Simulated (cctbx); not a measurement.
# X-rays or neutrons for the lightest atoms?

Cell a = 7.4540 Å, b = 7.4540 Å, c = 7.4540 Å, α = 90.00°, β = 90.00°, γ = 90.00°; space group Fm-3m (no. 225); content Ge4 Zn8 Cr4 O24. The heavier atoms are placed; O is still missing.

The data are simulated with cctbx, not measured: Mo Kα, λ = 0.71073 Å, to d = 0.7 Å, 50 % of the full sphere, strongest reflection 40000 counts, noise from counting, a 2 % proportional error and a noise floor of 15 counts (s.d.); no absorption.

Refinement without O (map in e/Å³):

```text
Rint 0.023, 52 unique reflections to 0.72 A
cycle     R1     wR2    GooF  max shift (A)
   1  0.2053  0.2870  20.104   0.00000
   2  0.1838  0.2727  19.101   0.00000
final R1 0.1838 wR2 0.2727 GooF 19.101  parameters 3  data/parameter 17.3
atom        x        y        z      Ueq    occ   su(xyz)  su(Uiso or U11)
Ge1    0.00000  0.00000  0.00000   0.0204  1.000  0.00000  0.0029
Zn1    0.25000  0.25000  0.75000   0.0188  1.000  0.00000  0.0024
Cr1    0.50000  0.00000  0.00000   0.0311  1.000  0.00000  0.0046
difference map: max 13.78 min -1.50 rms 1.45
Q1    0.0000  0.0000  0.2439   24   13.93  1.82 A from Ge1
Q2    0.2500  0.2500  0.2500    8    6.92  0.00 A from Zn1
Q3    0.0000  0.2500  0.2500   24    4.02  1.86 A from Zn1
Q4    0.0000  0.0000  0.5000    4    2.78  0.00 A from Cr1
Q5    0.0000  0.0000  0.0000    4    2.30  0.00 A from Ge1
Q6    0.0000  0.1245  0.2130   96    0.03  1.84 A from Ge1
Q7    0.0558  0.0558  0.1518   96    0.01  1.28 A from Ge1
Q8    0.1042  0.1979  0.1979   96   -0.23  1.22 A from Zn1
```

Simulated single-crystal data (cctbx): neutrons of λ = 1.17 Å, to d = 0.8 Å, 50 % of the full sphere, strongest reflection 5000 counts, noise from counting, a 2 % proportional error and a noise floor of 15 counts (s.d.); no absorption.

Refinement without O (map in fm/Å³; only maxima are listed):

```text
Rint 0.061, 38 unique reflections to 0.81 A
cycle     R1     wR2    GooF  max shift (A)
   1  0.7046  0.9115  33.589   0.00000
   2  0.4885  0.8165  30.090   0.00000
final R1 0.4885 wR2 0.8165 GooF 30.090  parameters 3  data/parameter 12.7
atom        x        y        z      Ueq    occ   su(xyz)  su(Uiso or U11)
Ge1    0.00000  0.00000  0.00000   0.0203  1.000  0.00000  0.0184
Zn1    0.25000  0.25000  0.75000   1.0000  1.000  0.00000  1.7286
Cr1    0.50000  0.00000  0.00000   0.0200  1.000  0.00000  0.0305
difference map: max 17.90 min -3.27 rms 1.81
Q1    0.0000  0.2500  0.2500   24   17.90  1.86 A from Zn1
Q2    0.0000  0.0000  0.5000    4   13.88  0.00 A from Cr1
Q3    0.0000  0.0000  0.0000    4   11.98  0.00 A from Ge1
Q4    0.2500  0.2500  0.2500    8    8.55  0.00 A from Zn1
Q5    0.0000  0.0000  0.2350   24    7.19  1.75 A from Ge1
Q6    0.0403  0.1427  0.1427   96    1.01  1.53 A from Ge1
Q7    0.0000  0.0000  0.3632   24    0.55  1.02 A from Cr1
Q8    0.1583  0.1583  0.3417   32    0.53  1.18 A from Zn1
```

**Question.** Where is O, and which data fix it better?

O sits at (0, 0, 0.7540). Adding it takes R1 from 0.184 to 0.010 with X-rays and from 0.488 to 0.018 with neutrons. Its largest coordinate s.u. is 0.00020 with X-rays and 0.00031 with neutrons, so X-rays fix it better in these data. In the X-ray map Q1 marks it. In the neutron map Q5 marks it.

Final neutron refinement:

```text
Rint 0.061, 38 unique reflections to 0.81 A
cycle     R1     wR2    GooF  max shift (A)
   1  0.1035  0.1923   7.298   0.02322
   2  0.0185  0.0257   0.975   0.00000
final R1 0.0185 wR2 0.0257 GooF 0.975  parameters 5  data/parameter 7.6
atom        x        y        z      Ueq    occ   su(xyz)  su(Uiso or U11)
Ge1    0.00000  0.00000  0.00000   0.0197  1.000  0.00000  0.0006
Zn1    0.25000  0.25000  0.75000   0.0254  1.000  0.00000  0.0004
Cr1    0.50000  0.00000  0.00000   0.0248  1.000  0.00000  0.0014
O1     0.00000  0.00000  0.75441   0.0304  1.000  0.00031  0.0003
difference map: max 0.25 min -0.38 rms 0.09
Q1    0.2034  0.2034  0.2034   32    0.26  0.60 A from Zn1
Q2    0.1292  0.1292  0.2846   96    0.25  1.30 A from Zn1
Q3    0.0552  0.1582  0.1582   96    0.22  1.41 A from O1
Q4    0.0866  0.0866  0.4134   32    0.21  1.12 A from Cr1
Q5    0.0000  0.0000  0.0000    4    0.15  0.00 A from Ge1
Q6    0.0000  0.0000  0.3634   24    0.10  0.88 A from O1
```

The model is made up (kin elements in a known structure type, no relaxation), so it says nothing on whether the phase exists.

[Middle refinement cycles are left out of these outputs.]

[Logs are printed without paths, hosts, clocks, repeated set-up lines and the standing remarks that a program may print on its own settings, such as how far it seeks lower states.]
